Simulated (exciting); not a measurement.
# O K-edge absorption of SnO2 (Cassiterite), all-electron BSE, part 2 of 2

How far do the exchange and direct terms reshape the O K edge of SnO2 (Cassiterite)? The measurement to meet: XAS, total electron yield on a rutile SnO2 film, reported in Properties of tin oxide films grown by atomic layer deposition from tin tetraiodide and ozone (pmc:10667712, 2023), with first peak at 533.6 eV, second peak at 536.3 eV, third peak at 537.7 eV and fourth peak at 539.6 eV.

exciting sodium; X-ray absorption, core-level Bethe-Salpeter equation, exchange and statically screened direct term, Tamm-Dancoff, all-electron LAPW+lo PBE.

So far. Step 6 (Exchange alone): Maxima (height): 4.0 eV (0.45), 4.9 eV (0.44), 7.9 eV (0.45), 11.3 eV (1.00) and 19.0 eV (0.23). The spectrum differs from the independent-particle run by 4 % r.m.s. Step 7 (Local-field cutoff): Wall time by task: xsgeneigvec 16 s, screen 7.8 min, scrcoulint 7.5 min, exccoulint 4.3 min, bse 8.2 s.

## Step 8: Coarser mesh

Changed against the first singlet run: k mesh from 3×3×5 to 2×2×3.

Contents of input.xml:

```
<input>
  <title>SnO2</title>
  <structure speciespath="." autormt="false" epslat="1.0e-5">
    <crystal>
      <basevect>8.9535223768 0.0000000000 0.0000000000</basevect>
      <basevect>0.0000000000 8.9535223768 0.0000000000</basevect>
      <basevect>0.0000000000 0.0000000000 6.0216122950</basevect>
    </crystal>
    <species speciesfile="Sn.xml" rmt="2.180">
      <atom coord="0.5000000000 0.5000000000 0.5000000000"/>
      <atom coord="0.0000000000 0.0000000000 0.0000000000"/>
    </species>
    <species speciesfile="O.xml" rmt="1.581">
      <atom coord="0.8071000000 0.1929000000 0.5000000000"/>
      <atom coord="0.6929000000 0.6929000000 0.0000000000"/>
      <atom coord="0.1929000000 0.8071000000 0.5000000000"/>
      <atom coord="0.3071000000 0.3071000000 0.0000000000"/>
    </species>
  </structure>
  <groundstate do="skip" xctype="GGA_PBE" ngridk="3 3 5" rgkmax="7" gmaxvr="14" nempty="8" swidth="0.001" maxscl="100" epsengy="1e-5"/>
  <xs xstype="BSE" ngridk="2 2 3" ngridq="2 2 3" vkloff="0.097 0.273 0.493" rgkmax="7" nempty="30" gqmax="3" lmaxapwwf="5" lmaxemat="2" broad="0.01654" tevout="true">
    <energywindow intv="18.138 19.755" points="439"/>
    <screening screentype="full" nempty="52"/>
    <BSE xas="true" xasspecies="2" xasatom="1" xasedge="K" bsetype="singlet" nstlxas="1 26"/>
    <qpointset>
      <qpoint>0 0 0</qpoint>
    </qpointset>
    <plan>
      <doonly task="xsgeneigvec"/>
      <doonly task="writepmatxs"/>
      <doonly task="scrgeneigvec"/>
      <doonly task="scrwritepmat"/>
      <doonly task="screen"/>
      <doonly task="scrcoulint"/>
      <doonly task="exccoulint"/>
    </plan>
  </xs>
</input>
```

Contents of input.xml for the last start (plan only):

```
  <plan>
    <doonly task="bse"/>
  </plan>
```

The run is started by

```console
OMP_NUM_THREADS=1 mpirun -n 4 exciting
OMP_NUM_THREADS=4 exciting
```

Numbers of over 12 decimals in the logs are rounded to 6 here.

The program printed:

```text
| EXCITING SODIUM started for task xsgeneigvec ( 301)                          =
One-shot GS runs for BSE calculations
One-shot GS runs for k+qmt/2 grids
Info(xsgeneigvec): Generating eigenvectors for Q-point      1
Info(xsgeneigvec): Generation of eigenvectors finished
| EXCITING SODIUM started for task writepmatxs ( 320)                          =
Info(writepmatxs): Momentum matrix elements finished
| EXCITING SODIUM started for task scrgeneigvec ( 401)                         =
One-shot GS runs for BSE calculations
One-shot GS runs for k+qmt/2 grids
[...]
Info(setup_bse_block): Setting up RR part of hamiltonian
Info(setup_bse_block): Singlet spin state
Info(bse): Diagonalizing RR Hamiltonian (TDA)
Info(bse): Invoking Lapack routine ZHEEVR
       624 eigen solutions found in the interval:
         i1=       1 i2=     624
Info(bse): Writing excition energies and oscillator strengths to text file.
Info(makespectrum_dist): Making spectrum using formula for coupling with time reversed AR basis.
Info(makespectrum_dist): Using formalism for vanishing momentum transfer.
Info(writederived): Writing quantities derived from the macroscopic dielectric function.
Info(bselauncher): Spectrum finished for iqmt=  1
Info(bselauncher): All done for BSE type singlet
```

Run time: 2.6 min. Hardware: 4 MPI ranks of Arm Neoverse V1, shared host.

These settings are cheaper. The spectrum differs from the singlet run by 16 % r.m.s. The highest maximum lies at 1.9 eV (0.94), against 2.0 eV (1.00). The first bright state moves from 0.31 to 0.57 eV. The lowest bare transition of this run lies at 1.72 eV, against 0.83. A coarse mesh samples few band energies, and it inflates the long-range part of the attraction.

```csv
E (eV),first run,this run
-3.0,0.02,0.02
-2.0,0.03,0.03
-1.0,0.05,0.05
0.0,0.13,0.14
1.0,0.42,0.43
2.0,0.99,0.94
3.0,0.51,0.49
4.0,0.36,0.36
5.0,0.46,0.45
6.0,0.46,0.43
7.0,0.61,0.52
8.0,0.71,0.79
9.0,0.57,0.57
10.0,0.41,0.39
11.0,0.17,0.15
12.0,0.11,0.12
13.0,0.12,0.12
14.0,0.09,0.11
15.0,0.11,0.11
16.0,0.14,0.11
17.0,0.14,0.17
18.0,0.17,0.20
19.0,0.13,0.11
20.0,0.12,0.13
21.0,0.13,0.14
```

## Step 9: From independent particles to the full kernel

```csv
level,curve passes 0.15 (eV),highest maximum (eV),its height
IP,2.5,11.2,0.98
RPA,2.6,11.3,1.00
singlet,0.1,2.0,1.00
```

```csv
E (eV),IP,RPA,singlet
-2.0,0.01,0.01,0.03
-1.0,0.01,0.01,0.05
0.0,0.02,0.02,0.13
1.0,0.05,0.05,0.42
2.0,0.10,0.09,0.99
3.0,0.22,0.21,0.51
4.0,0.47,0.45,0.36
5.0,0.45,0.44,0.46
6.0,0.29,0.29,0.46
7.0,0.27,0.26,0.61
8.0,0.44,0.43,0.71
9.0,0.49,0.48,0.57
10.0,0.75,0.73,0.41
11.0,0.95,0.96,0.17
12.0,0.50,0.53,0.11
13.0,0.24,0.26,0.12
14.0,0.20,0.20,0.09
15.0,0.13,0.14,0.11
16.0,0.14,0.14,0.14
17.0,0.19,0.19,0.14
18.0,0.18,0.18,0.17
19.0,0.23,0.23,0.13
20.0,0.18,0.19,0.12
21.0,0.17,0.18,0.13
```

## Step 10: Against the measurement

The computed energies are raised by 26.0 eV, which puts the computed line on the measured first peak. Each other feature is matched to a computed maximum within 0.8 eV or a fifth of its distance from that line, whichever is more; this matching is ours and leans towards agreement, and the line to align on was chosen with computed spectra in view. The paper's table may not list every feature of the spectrum.

```csv
feature,measured (eV),BSE (eV),its height,difference (eV)
first peak,533.6,533.6,1.00,set
second peak,536.3,536.7,0.48,0.4
third peak,537.7,538.2,0.73,0.5
fourth peak,539.6,539.7,0.73,0.1
```

## Step 11: What came out

* absorber and edge: O K, atom 3
* surroundings: nearest neighbours 3 Sn at 2.05 Å and 1 O at 2.59 Å (site symmetry m2m)
* first bright state: 0.31 eV from the Kohn–Sham onset, on this mesh
* highest maximum: 2.0 eV
* cost of the BSE run: 12 min on 4 MPI ranks of Arm Neoverse V1, shared host; the last task ran on as many threads

In words: Against pmc:10667712, the separations are off by 0.4, 0.5 and 0.1 eV. Is a core exciton bound? Undecided on this mesh: the first bright state (over 5 % of the brightest) lies at 0.31 eV from the Kohn–Sham onset and at -0.52 eV from the lowest bare transition of its own mesh; weaker or dark states reach down to 0.11 eV. Changing the cutoff of the screened term (bohr⁻¹) from 3 to 4 alters the spectrum by 7 % r.m.s. Exchange alone changes the independent-particle spectrum by 4 % r.m.s. A mesh of 45 points doesn't converge binding energies, and fine structure above the first lines is partly noise of the mesh. The kernel cutoff is low for a compact core orbital, so the effect of exchange is a lower bound. The zero comes from the unshifted 3×3×5 ground-state mesh; it is exact only where the band minimum lies on that mesh. The Kohn–Sham onset, 506 eV, is no photon energy: the scale needs a rigid shift. Bands and screening come from semilocal DFT, whose small gap overscreens. Vibrations and energy-dependent lifetimes are left out. The structure is a published determination, not relaxed.

[Banner, clock and machine lines of the logs are left out without a mark of their own.]

[Logs are printed without paths, hosts, clocks, repeated set-up lines and the standing remarks that a program may print on its own settings, such as how far it seeks lower states.]

[Hosts, paths, dates, database ids (printed as entryN), source tags and the programs' standing remarks are cut or masked in the printed files.]
